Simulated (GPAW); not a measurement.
**How NaCl absorbs and reflects light**

Aim: the dielectric function of NaCl, and the optical constants that follow from it. The cell comes from an older database entry, whose edges can differ from later determinations, mostly by under a per cent.

Method: DFT, PBE, plane-wave PAW (GPAW data sets), scalar-relativistic, RPA, optical limit, in GPAW 26.7.0.

The database entry behind the starting cell differs from later determinations by our own check (an axis about 0.4 % short against later determinations), so it need not match the best structure at ambient conditions.

### Step 1. The starting structure

Symmetry: Fm-3m, No. 225, cubic system. Conventional cell: a = 5.620 Å, b = 5.620 Å, c = 5.620 Å, α = 90.00°, β = 90.00°, γ = 90.00°. Cl has 6 Na at 2.81 Å nearest. Na has 6 Cl at 2.81 Å nearest. Farther neighbours and most contacts between anions are not listed.

### Step 2. Ground state

The self-consistent density comes first; it also tells whether there is a gap, which decides the occupations and the need for a Drude term.

This step: DFT, PBE, plane-wave PAW (GPAW data sets), scalar-relativistic, ground state (GPAW 26.7.0).

File gs.py:

```python
from ase import Atoms
from ase.dft.bandgap import bandgap
from gpaw import GPAW, PW, FermiDirac

atoms = Atoms(['Cl', 'Na'],
              cell=[[0.000000000000, 2.810000000000, 2.810000000000],
                    [2.810000000000, 0.000000000000, 2.810000000000],
                    [2.810000000000, 2.810000000000, 0.000000000000]],
              scaled_positions=[[0.500000000000, 0.500000000000, 0.500000000000],
                                [0.000000000000, 0.000000000000, 0.000000000000]],
              pbc=[True, True, True])
atoms.calc = GPAW(mode=PW(500), xc='PBE', kpts={'size': (7, 7, 7), 'gamma': True},
                  occupations=FermiDirac(0.05), maxiter=150, txt='gs.txt')
print('energy (eV)', atoms.get_potential_energy())
print('Fermi level (eV)', atoms.calc.get_fermi_level())
print('valence electrons', atoms.calc.get_number_of_electrons())
print('gap (eV)', bandgap(atoms.calc, output=None)[0])
print('direct gap (eV)', bandgap(atoms.calc, direct=True, output=None)[0])
atoms.calc.write('gs.gpw')
```

Launch:

```console
$ OMP_NUM_THREADS=1 python gs.py
```

Numbers of over 12 decimals in the logs are rounded to 6 here.

The log of the run:

```text
__  _  _
 | _ |_)|_||  |
 |__||  | ||/\| - 26.7.0

Versions:
  Python: 3.12.14
  ASE:    3.29.0
  Numpy:  2.5.5
  Scipy:  1.18.1
  Libxc:  7.0.0

Input parameters:
  mode=PW(ecut=500.0),
  kpts=MonkhorstPack(size=(7, 7, 7), gamma=True),
  maxiter=150,
  occupations=Occupations(name='fermi-dirac', width=0.05, fixmagmom=False),
  xc=XC(name='PBE')

Diagonalizing LCAO Hamiltonian
Converting LCAO to pw mode

                Cl

       Na

Atoms  # Å, Bohr magnetons
|   | symbol |        x |        y |        z |    initial magnetic moments |
| 0 |     Cl | 2.810000 | 2.810000 | 2.810000 | ( 0.0000,  0.0000,  0.0000) |
| 1 |     Na | 0.000000 | 0.000000 | 0.000000 | ( 0.0000,  0.0000,  0.0000) |

Unit cell  # Å
| periodic |        x |        y |        z |  lengths |    angles |
|      yes | 0.000000 | 2.810000 | 2.810000 | 3.973940 | 60.000000 |
|      yes | 2.810000 | 0.000000 | 2.810000 | 3.973940 | 60.000000 |
|      yes | 2.810000 | 2.810000 | 0.000000 | 3.973940 | 60.000000 |

Number of symmetries: 48
Symmetry operations  # r_c * U_cc + t_c -> r_c
|    | kind |            matrix            |
|  0 |  σ   |  1, 0, 0,  1, 0,-1,  1,-1, 0 |
|  1 |  C2  |  1, 0, 0,  1,-1, 0,  1, 0,-1 |
|  2 |  E   |  1, 0, 0,  0, 1, 0,  0, 0, 1 |
|  3 |  σ   |  1, 0, 0,  0, 0, 1,  0, 1, 0 |
|  4 |  C4  |  1, 0,-1,  1, 0, 0,  1,-1, 0 |
|  5 |  S6  |  1, 0,-1,  1,-1, 0,  1, 0, 0 |
|  6 |  σ   |  1, 0,-1,  0, 1,-1,  0, 0,-1 |
|  7 |  C3  |  1, 0,-1,  0, 0,-1,  0, 1,-1 |
|  8 |  S6  |  1,-1, 0,  1, 0, 0,  1, 0,-1 |
|  9 |  C4  |  1,-1, 0,  1, 0,-1,  1, 0, 0 |
| 10 |  C3  |  1,-1, 0,  0,-1, 1,  0,-1, 0 |
| 11 |  σ   |  1,-1, 0,  0,-1, 0,  0,-1, 1 |
| 12 |  σ   |  0, 1, 0,  1, 0, 0,  0, 0, 1 |
| 13 |  C4  |  0, 1, 0,  0, 1,-1, -1, 1, 0 |
| 14 |  C3  |  0, 1, 0,  0, 0, 1,  1, 0, 0 |
| 15 |  S6  |  0, 1, 0, -1, 1, 0,  0, 1,-1 |
| 16 |  C2  |  0, 1,-1,  1, 0,-1,  0, 0,-1 |
| 17 |  σ   |  0, 1,-1,  0, 1, 0, -1, 1, 0 |
| 18 |  S4  |  0, 1,-1,  0, 0,-1,  1, 0,-1 |
| 19 |  C4  |  0, 1,-1, -1, 1, 0,  0, 1, 0 |
| 20 |  C3  |  0, 0, 1,  1, 0, 0,  0, 1, 0 |
| 21 |  σ   |  0, 0, 1,  0, 1, 0,  1, 0, 0 |
| 22 |  S6  |  0, 0, 1,  0,-1, 1, -1, 0, 1 |
| 23 |  C4  |  0, 0, 1, -1, 0, 1,  0,-1, 1 |
| 24 |  S4  |  0, 0,-1,  1, 0,-1,  0, 1,-1 |
| 25 |  C3  |  0, 0,-1,  0, 1,-1,  1, 0,-1 |
| 26 |  C2  |  0, 0,-1,  0,-1, 0, -1, 0, 0 |
| 27 |  S6  |  0, 0,-1, -1, 0, 0,  0,-1, 0 |
| 28 |  S4  |  0,-1, 1,  1,-1, 0,  0,-1, 0 |
| 29 |  C4  |  0,-1, 1,  0, 0, 1, -1, 0, 1 |
| 30 |  C2  |  0,-1, 1,  0,-1, 0,  1,-1, 0 |
| 31 |  σ   |  0,-1, 1, -1, 0, 1,  0, 0, 1 |
| 32 |  C3  |  0,-1, 0,  1,-1, 0,  0,-1, 1 |
| 33 |  S6  |  0,-1, 0,  0, 0,-1, -1, 0, 0 |
| 34 |  S4  |  0,-1, 0,  0,-1, 1,  1,-1, 0 |
| 35 |  C2  |  0,-1, 0, -1, 0, 0,  0, 0,-1 |
| 36 |  C2  | -1, 1, 0,  0, 1, 0,  0, 1,-1 |
| 37 |  S6  | -1, 1, 0,  0, 1,-1,  0, 1, 0 |
| 38 |  S4  | -1, 1, 0, -1, 0, 1, -1, 0, 0 |
| 39 |  C3  | -1, 1, 0, -1, 0, 0, -1, 0, 1 |
| 40 |  S6  | -1, 0, 1,  0, 0, 1,  0,-1, 1 |
| 41 |  C2  | -1, 0, 1,  0,-1, 1,  0, 0, 1 |
| 42 |  C3  | -1, 0, 1, -1, 1, 0, -1, 0, 0 |
| 43 |  S4  | -1, 0, 1, -1, 0, 0, -1, 1, 0 |
| 44 |  C2  | -1, 0, 0,  0, 0,-1,  0,-1, 0 |
| 45 |  i   | -1, 0, 0,  0,-1, 0,  0, 0,-1 |
| 46 |  σ   | -1, 0, 0, -1, 1, 0, -1, 0, 1 |
| 47 |  C2  | -1, 0, 0, -1, 0, 1, -1, 1, 0 |

BZ-sampling:
  Number of BZ points: 343
  Number of IBZ points: 20

  Monkhorst-Pack size: [7, 7, 7]
  Monkhorst-Pack shift: [0, 0, 0]

K-points  # in reciprocal-cell coordinates
|     |                                coordinates |     weight |
|   0 | (  0.00000000,   0.00000000,   0.00000000) | 0.00291545 |
|   1 | (  0.14285714,   0.14285714,   0.00000000) | 0.01749271 |
|   2 | (  0.14285714,   0.14285714,   0.14285714) | 0.02332362 |
|   3 | (  0.28571429,   0.14285714,   0.14285714) | 0.03498542 |
|   4 | (  0.28571429,   0.28571429,   0.00000000) | 0.01749271 |
|   5 | (  0.28571429,   0.28571429,   0.14285714) | 0.06997085 |
|   6 | (  0.28571429,   0.28571429,   0.28571429) | 0.02332362 |
|   7 | (  0.42857143,  -0.28571429,  -0.28571429) | 0.03498542 |
|   8 | (  0.42857143,   0.28571429,  -0.42857143) | 0.13994169 |
|   9 | (  0.42857143,   0.28571429,  -0.28571429) | 0.06997085 |
| ... |                                            |            |
|  19 | (  0.42857143,   0.42857143,   0.42857143) | 0.02332362 |

Plane wave coefficients: 1143
Cutoff: 500.0 eV

Spin-components: 1 (collinear spins)
Bands:           11
Projectors:      10
Spin-degeneracy: 2
Datatype:        complex128

Parallelization:
  kpt:    1
  domain: 1
  band:   1

Density:
  Valence electrons: 14.0
  Components: 1
  Grid points: [21 21 21]
  Charge: 0.0  # |e|

Potential:
  Grid points: [21 21 21]

species:
  Cl:
    name:    Chlorine
    id:
    Z:       17.0
    valence: 7
    core:    10
    charge:  0.0  # [|e|]
    compensation charges:
      type: gauss
      rc: 0.25  # [Å]
      lmax: 2
    cutoffs:
      filter: 1.40  # [Å]
      core: 1.49  # [Å]
    projectors
    | kind |    occ | energy [eV] | rcut [Å] |
    |   3s |  2.000 |     -20.689 |    0.794 |
    |   3p |  5.000 |      -8.594 |    0.794 |
    |    s |        |       6.523 |    0.794 |
    |    p |        |      18.617 |    0.794 |
    |    d |        |       0.000 |    0.794 |

    Using partial waves for Cl as LCAO basis

  Na:
    name:    Sodium
    id:
    Z:       11.0
    valence: 7
    core:    4
    charge:  0.0  # [|e|]
    compensation charges:
      type: gauss
      rc: 0.37  # [Å]
      lmax: 2
    cutoffs:
      filter: 2.17  # [Å]
      core: 2.59  # [Å]
    projectors
    | kind |    occ | energy [eV] | rcut [Å] |
    |   3s |  1.000 |      -2.744 |    1.201 |
    |   2p |  6.000 |     -28.672 |    1.217 |
    |   3p |  0.000 |      -0.743 |    1.217 |
    |    s |        |      24.468 |    1.201 |
    |    d |        |       0.000 |    1.238 |

    Using partial waves for Na as LCAO basis

Reference energy: -16973.559893  # eV

eigensolver:
  PPCG
  Converge bands: occupied
  niter=2

density mixing:
  MSR1-Mixer
  Pratt-step length: 0.05
  Maximum mixing coefficient: 0.75
  Old densities: 10
  SVD Regularization: 0.005
  Good broyden scale: 1.0
  Trust region scale: 1.0
  Backstep threshold: 4.0
  History deletion threshold: 6.0
  Fourier metric: weight=20.0, sigma=0.015

occupation numbers:
  Fermi-Dirac:
    width: 0.0500  # eV

poisson solver:
  ecut: 4000.0  # eV

xc functional:
  name: PBE with 2 nearest neighbor stencil

convergence criteria:
- Maximum [total energy] change in last 3 cyles: 0.0005 eV / valence electron
- Maximum integral of absolute [dens]ity change: 0.0001 electrons / valence electron
- Maximum integral of absolute [eigenst]ate change: 4e-08 eV^2 / valence electron
maximum number of iterations: 150

SCF iterations
|iter     |      energy | eigst |  dens |
|iter:   1||   -6.817264 | -0.84 |       |
|iter:   2||   -6.801291 | -2.90 | -1.33 |
|iter:   3||   -6.749377 | -2.04 | -1.36 |
|iter:   4||   -6.755361 | -3.67 | -1.85 |
|iter:   5||   -6.756638 | -4.29 | -2.32 |
|iter:   6||   -6.756664c| -5.64 | -3.32 |
|iter:   7||   -6.756669c| -6.62 | -3.71 |
|iter:   8||   -6.756669c| -8.16c| -4.86c|

Converged in 8 steps
SCF loop duration: 4.956 s (0.619 s/step)
Energy contributions relative to reference atoms: (reference = -16973.559893)

Energy contributions:
  Kinetic:           8.681404
  Coulomb:          -8.527753
  Zero:             -0.024453
  External:          0.000000
  Xc:               -6.885868
  Entropy:           0.000000
  Spinorbit:         0.000000
  ----------------------------
  Free energy:      -6.756669
  Extrapolated:     -6.756669

dipole moment: (-5.240526, -5.240526, -5.240526)  # |e|*Ang

Fermi level: 1.589
Eigenvalues  # (at kpt = [0.000, 0.000, 0.000])
| band index |      eig [eV] | occ [0-2] |
|          0 |       -21.253 |     2.000 |
|          1 |       -21.253 |     2.000 |
|          2 |       -21.253 |     2.000 |
|          3 |       -13.141 |     2.000 |
|          4 |        -0.462 |     2.000 |
|          5 |        -0.462 |     2.000 |
|          6 |        -0.462 |     2.000 |
|          7 |         4.696 |     0.000 |
|          8 |        16.864 |     0.000 |
|          9 |        16.864 |     0.000 |
|         10 |        16.864 |     0.000 |

Gap: 5.158 eV
Transition (v -> c):
  (s=0, k=0, n=6, [0.00, 0.00, 0.00]) -> (s=0, k=0, n=7, [0.00, 0.00, 0.00])
No difference between direct/indirect transitions

--- standard output ---
energy (eV) -6.756669
Fermi level (eV) 1.589351
valence electrons 14.0
gap (eV) 5.158247
direct gap (eV) 5.158247
```

Elapsed: 6.6 s, on 1 thread of Arm Neoverse V1, shared host; peak memory 0.13 GiB.

This step gave:

- energy: -6.757 eV
- Fermi energy: 1.589 eV
- gap on the k-mesh: 5.158 eV
- direct gap on the mesh: 5.158 eV
- electrons: 14

There is a gap, 5.16 eV on this mesh (points off the mesh can give less), so no carriers' term is needed.

### Step 3. Bands for the response

At the fixed density, many empty bands are solved on the mesh of the response, since the spectrum sums over them.

This step: DFT, PBE, plane-wave PAW (GPAW data sets), scalar-relativistic, bands at fixed density (GPAW 26.7.0).

File nscf.py:

```python
from ase.dft.bandgap import bandgap
from gpaw import GPAW, FermiDirac

calc = GPAW('gs.gpw').fixed_density(kpts={'size': (11, 11, 11), 'gamma': True}, nbands=36, convergence={'bands': 30},
                                    occupations=FermiDirac(0.001), txt='nscf.txt')
print('gap (eV)', bandgap(calc, output=None)[0])
print('direct gap (eV)', bandgap(calc, direct=True, output=None)[0])
print('top band over the Fermi level (eV)', min(calc.get_eigenvalues(kpt=k)[29] for k in range(len(calc.get_ibz_k_points()))) - calc.get_fermi_level())
calc.write('full.gpw', mode='all')
```

Launch:

```console
$ OMP_NUM_THREADS=1 python nscf.py
```

The log of the run:

```text
Diagonalizing LCAO Hamiltonian
Converting LCAO to pw mode
convergence criteria:
- Maximum integral of absolute [eigenst]ate change: 4e-08 eV^2 / valence electron
maximum number of iterations: 150

SCF iterations
|iter     |      energy | eigst |  dens |
|iter:   1||             | +3.45 |       |
|iter:   2||             | +1.82 |       |
|iter:   3||             | -0.02 |       |
|iter:   4||             | -1.24 |       |
|iter:   5||             | -2.72 |       |
|iter:   6||             | -4.01 |       |
|iter:   7||             | -5.33 |       |
|iter:   8||             | -6.49 |       |
|iter:   9||             | -7.22 |       |
|iter:  10||             | -7.69c|       |
SCF steps: 10
  __  _  _
 | _ |_)|_||  |
 |__||  | ||/\| - 26.7.0

Versions:
  Python: 3.12.14
  ASE:    3.29.0
  Numpy:  2.5.5
  Scipy:  1.18.1
  Libxc:  7.0.0

Input parameters:
  mode=PW(ecut=500.0),
  convergence={'bands': 30},
  gpts=array([21, 21, 21]),
  kpts=MonkhorstPack(size=(11, 11, 11), gamma=True),
  maxiter=150,
  nbands=36,
  occupations=Occupations(name='fermi-dirac', width=0.001, fixmagmom=False),
  parallel={},
  xc=XC(name='PBE')

--- standard output ---
gap (eV) 5.158247
direct gap (eV) 5.158247
top band over the Fermi level (eV) 31.434637
```

Elapsed: 48 s, on 1 thread; peak memory 0.18 GiB.

### Step 4. Dielectric function, RPA

Local fields let the induced charge screen the field inside the cell, which as a rule lowers ε, most along directions where the density is uneven.

This step: DFT, PBE, plane-wave PAW (GPAW data sets), scalar-relativistic, RPA, optical limit (GPAW 26.7.0).

File df.py:

```python
from gpaw.response.df import DielectricFunction

df = DielectricFunction('full.gpw', frequencies={'type': 'nonlinear', 'domega0': 0.03, 'omega2': 8},
                        ecut=50,
                        eta=0.15,
                        nbands=30,
                        txt='df.txt')
for direction in ['x']:
    df.get_dielectric_function(xc='RPA', direction=direction, filename=f'df_{direction}.csv')
```

Launch:

```console
$ OMP_NUM_THREADS=1 python df.py
```

The log of the run:

```text
Using integrator: PointIntegrator
NonLinearFrequencyDescriptor(from 0.000 to 58.501 eV, 485 points)
Nonperiodic BCs:  [False False False]
Using integrator: PointIntegrator
NonLinearFrequencyDescriptor(from 0.000 to 58.501 eV, 485 points)
Nonperiodic BCs:  [False False False]

Calculating chi0 body with:
    Ground state adapter containing:
    Number of spins: 1
    Number of kpoints: 1331
    Number of irreducible kpoints: 56
    Number of completely occupied states: 7
    Number of partially occupied states: 7

    Linear response parametrization:
    q_c: [0.0, 0.0, 0.0]
    Number of frequency points: 485
    Planewave cutoff: 50.0
    Number of bands: 30
    Number of planewaves: 27
    Broadening (eta): 0.15

Integrating chi0 body.

Symmetries of q_c:
    Direct symmetries (Uq -> q): 48
    Indirect symmetries (TUq -> q): 0
In total 48 allowed symmetries.

56 groups of equivalent kpoints. 95.792637% reduction.

Integral kind: spectral function

Calculating chi0 optical extensions with:
    Ground state adapter containing:
    Number of spins: 1
    Number of kpoints: 1331
    Number of irreducible kpoints: 56
    Number of completely occupied states: 7
    Number of partially occupied states: 7

    Linear response parametrization:
    Number of frequency points: 485
    Planewave cutoff: 50.0
    Number of bands: 30
    Number of planewaves: 27
    Broadening (eta): 0.15
Integrating chi0 head and wings.

Symmetries of q_c:
    Direct symmetries (Uq -> q): 48
    Indirect symmetries (TUq -> q): 0
In total 48 allowed symmetries.

56 groups of equivalent kpoints. 95.792637% reduction.

Integral kind: spectral function wings
```

It took 8.1 s on 1 thread; peak memory 0.21 GiB.

Numbers from this step:

```
electronic dielectric constant ε∞, mean over x, y and z (by symmetry where fewer were run) : 2.32
main peak of Im epsilon, first axis                                                        : 8.844 eV
```

Values under the direct gap are tails of Lorentzian lines. The Im ε, E ∥ x by photon energy; read off at these points:

| photon energy (eV) | Im ε, E ∥ x |
| --- | --- |
| 0.000 | 0 |
| 0.250 | 0.00108 |
| 0.500 | 0.00217 |
| 0.750 | 0.00329 |
| 1.000 | 0.00444 |
| 1.250 | 0.00566 |
| 1.500 | 0.00694 |
| 1.750 | 0.00833 |
| 2.000 | 0.00983 |
| 2.250 | 0.0115 |
| 2.500 | 0.0133 |
| 2.750 | 0.0155 |
| 3.000 | 0.0179 |
| 3.250 | 0.0208 |
| 3.500 | 0.0242 |
| 3.750 | 0.0285 |
| 4.000 | 0.0341 |
| 4.250 | 0.0418 |
| 4.500 | 0.0532 |
| 4.750 | 0.0735 |
| 5.000 | 0.125 |
| 5.250 | 0.243 |
| 5.500 | 0.525 |
| 5.750 | 0.530 |
| 6.000 | 0.697 |
| 6.177 | 0.969 |
| 6.250 | 0.882 |
| 6.500 | 0.719 |
| 6.750 | 1.18 |
| 6.930 | 1.29 |
| 7.000 | 1.20 |
| 7.250 | 1.27 |
| 7.500 | 1.94 |
| 7.750 | 2.21 |
| 8.000 | 2.17 |
| 8.250 | 2.55 |
| 8.500 | 2.78 |
| 8.750 | 2.81 |
| 8.831 | 2.94 |
| 9.000 | 2.66 |
| 9.250 | 1.95 |
| 9.500 | 1.74 |
| 9.750 | 1.75 |
| 10.000 | 1.61 |
| 10.250 | 1.72 |
| 10.500 | 1.79 |
| 10.750 | 1.95 |
| 11.000 | 2.12 |
| 11.250 | 2.16 |
| 11.500 | 2.38 |
| 11.750 | 2.19 |
| 12.000 | 2.00 |
| 12.250 | 1.93 |
| 12.500 | 1.73 |
| 12.750 | 1.55 |
| 13.000 | 1.39 |
| 13.250 | 1.44 |
| 13.500 | 1.48 |
| 13.750 | 1.42 |

Table of Re ε, E ∥ x by photon energy:

| photon energy (eV) | Re ε, E ∥ x |
| --- | --- |
| 0.0 | 2.32 |
| 0.5 | 2.32 |
| 1.0 | 2.33 |
| 1.5 | 2.35 |
| 2.0 | 2.38 |
| 2.5 | 2.42 |
| 3.0 | 2.47 |
| 3.5 | 2.54 |
| 4.0 | 2.64 |
| 4.5 | 2.78 |
| 5.0 | 3.01 |
| 5.5 | 3.20 |
| 6.0 | 3.28 |
| 6.5 | 3.37 |
| 7.0 | 3.11 |
| 7.5 | 3.53 |
| 8.0 | 2.88 |
| 8.5 | 2.29 |
| 9.0 | 1.24 |
| 9.5 | 1.44 |
| 10.0 | 1.57 |
| 10.5 | 1.68 |
| 11.0 | 1.49 |
| 11.5 | 1.14 |
| 12.0 | 0.648 |
| 12.5 | 0.334 |
| 13.0 | 0.468 |
| 13.5 | 0.509 |

Table of reflectivity at normal incidence, E ∥ x by photon energy; read off at these points:

| photon energy (eV) | reflectivity at normal incidence, E ∥ x (%) |
| --- | --- |
| 0.00 | 4.30 |
| 0.50 | 4.31 |
| 1.00 | 4.36 |
| 1.50 | 4.44 |
| 2.00 | 4.56 |
| 2.50 | 4.73 |
| 3.00 | 4.95 |
| 3.50 | 5.24 |
| 4.00 | 5.65 |
| 4.50 | 6.24 |
| 5.00 | 7.26 |
| 5.50 | 8.33 |
| 6.00 | 8.89 |
| 6.12 | 9.23 |
| 6.50 | 9.25 |
| 6.71 | 10.2 |
| 7.00 | 9.40 |
| 7.50 | 12.8 |
| 8.00 | 12.3 |
| 8.50 | 14.5 |
| 8.89 | 15.9 |
| 9.00 | 15.3 |
| 9.50 | 9.01 |
| 10.00 | 8.08 |
| 10.50 | 9.16 |
| 11.00 | 11.4 |
| 11.50 | 14.0 |
| 11.63 | 14.5 |
| 12.00 | 13.9 |
| 12.42 | 15.1 |
| 12.50 | 14.8 |
| 13.00 | 11.3 |
| 13.50 | 11.5 |

Values under the direct gap are tails of Lorentzian lines. Loss function −Im 1/ε at q → 0, E ∥ x against energy loss; read off at these points:

| energy loss (eV) | loss function −Im 1/ε at q → 0, E ∥ x |
| --- | --- |
| 0.000 | 0 |
| 0.250 | 2.0e-4 |
| 0.500 | 4.0e-4 |
| 0.750 | 6.1e-4 |
| 1.000 | 8.2e-4 |
| 1.250 | 0.00103 |
| 1.500 | 0.00125 |
| 1.750 | 0.00149 |
| 2.000 | 0.00173 |
| 2.250 | 0.00200 |
| 2.500 | 0.00228 |
| 2.750 | 0.00259 |
| 3.000 | 0.00293 |
| 3.250 | 0.00331 |
| 3.500 | 0.00375 |
| 3.750 | 0.00427 |
| 4.000 | 0.00491 |
| 4.250 | 0.00574 |
| 4.500 | 0.00691 |
| 4.750 | 0.00888 |
| 5.000 | 0.0138 |
| 5.250 | 0.0241 |
| 5.500 | 0.0500 |
| 5.750 | 0.0513 |
| 6.000 | 0.0619 |
| 6.250 | 0.0892 |
| 6.500 | 0.0606 |
| 6.750 | 0.0923 |
| 7.000 | 0.108 |
| 7.250 | 0.0869 |
| 7.500 | 0.120 |
| 7.750 | 0.149 |
| 8.000 | 0.167 |
| 8.250 | 0.172 |
| 8.500 | 0.215 |
| 8.750 | 0.228 |
| 9.000 | 0.309 |
| 9.218 | 0.382 |
| 9.250 | 0.382 |
| 9.500 | 0.340 |
| 9.750 | 0.349 |
| 10.000 | 0.319 |
| 10.250 | 0.302 |
| 10.500 | 0.297 |
| 10.750 | 0.293 |
| 11.000 | 0.315 |
| 11.250 | 0.327 |
| 11.500 | 0.342 |
| 11.750 | 0.404 |
| 12.000 | 0.452 |
| 12.250 | 0.467 |
| 12.500 | 0.558 |
| 12.750 | 0.583 |
| 13.000 | 0.645 |
| 13.250 | 0.588 |
| 13.500 | 0.603 |
| 13.750 | 0.650 |

The refractive index n and extinction k by photon energy:

| photon energy (eV) | n | k |
| --- | --- | --- |
| 0.0 | 1.52 | 0 |
| 0.5 | 1.52 | 7.1e-4 |
| 1.0 | 1.53 | 0.00145 |
| 1.5 | 1.53 | 0.00226 |
| 2.0 | 1.54 | 0.00319 |
| 2.5 | 1.56 | 0.00429 |
| 3.0 | 1.57 | 0.00569 |
| 3.5 | 1.59 | 0.00760 |
| 4.0 | 1.62 | 0.0105 |
| 4.5 | 1.67 | 0.0160 |
| 5.0 | 1.74 | 0.0361 |
| 5.5 | 1.79 | 0.146 |
| 6.0 | 1.82 | 0.191 |
| 6.5 | 1.84 | 0.195 |
| 7.0 | 1.80 | 0.335 |
| 7.5 | 1.94 | 0.500 |
| 8.0 | 1.80 | 0.603 |
| 8.5 | 1.72 | 0.810 |
| 9.0 | 1.44 | 0.919 |
| 9.5 | 1.36 | 0.639 |
| 10.0 | 1.38 | 0.583 |
| 10.5 | 1.44 | 0.623 |
| 11.0 | 1.43 | 0.742 |
| 11.5 | 1.37 | 0.867 |
| 12.0 | 1.17 | 0.854 |
| 12.5 | 1.02 | 0.844 |
| 13.0 | 0.984 | 0.708 |
| 13.5 | 1.02 | 0.728 |

At chosen wavelengths:

| wavelength (nm) | n | k | R (%) | 1/α |
| --- | --- | --- | --- | --- |
| 1550 | 1.53 | 0.001 | 4.3 | 107 µm |
| 1064 | 1.53 | 0.002 | 4.4 | 49 µm |
| 532 | 1.55 | 0.004 | 4.7 | 11 µm |
| 450 | 1.56 | 0.005 | 4.8 | 7.2 µm |
| 365 | 1.59 | 0.007 | 5.2 | 4.1 µm |
| 308 | 1.63 | 0.011 | 5.7 | 2.3 µm |
| 193 | 1.80 | 0.182 | 8.5 | 84 nm |

Below the direct gap, k and the depth come from the tails of the Lorentzian lines, not from transitions.

Rows near the edge hang on the gap, which this functional as a rule makes too small, and phonon-assisted absorption is left out.

### Step 5. Outcome

```yaml
electronic_dielectric_constant_eps_infinity_mean_over_x_y_and_z_by_symmetry_where_fewer_were_run_rpa: 2.32
main_peak_of_im_epsilon_first_axis: 8.84 eV
```

What this shows: At this level (PBE, RPA) NaCl has ε∞ = 2.32 and n = 1.53 at 1550 nm, and Im ε peaks at 8.8 eV. On the mesh the gap is 5.16 eV and the least direct gap 5.16 eV. Local fields change the static value along x from 2.73 to 2.32 (-15 %). Distinct maxima of Im ε, read by a parabola through the highest points, lie at 6.91 eV (1.3), 8.46 eV (2.8), 8.84 eV (2.9) and 11.51 eV (2.4). Excitons and phonon-assisted transitions are missing; PBE gaps are as a rule too small, which pulls the onset down and ε∞ up. The sum runs over mesh points, so small or evenly spaced maxima can still be ripples of the mesh.

[Machine, clock and banner lines and Python warnings are left out of the logs.]

[Logs are printed without paths, hosts, clocks, repeated set-up lines and the standing remarks that a program may print on its own settings, such as how far it seeks lower states.]

[Hosts, paths, dates, database ids (printed as entryN), source tags and the programs' standing remarks are cut or masked in the printed files.]
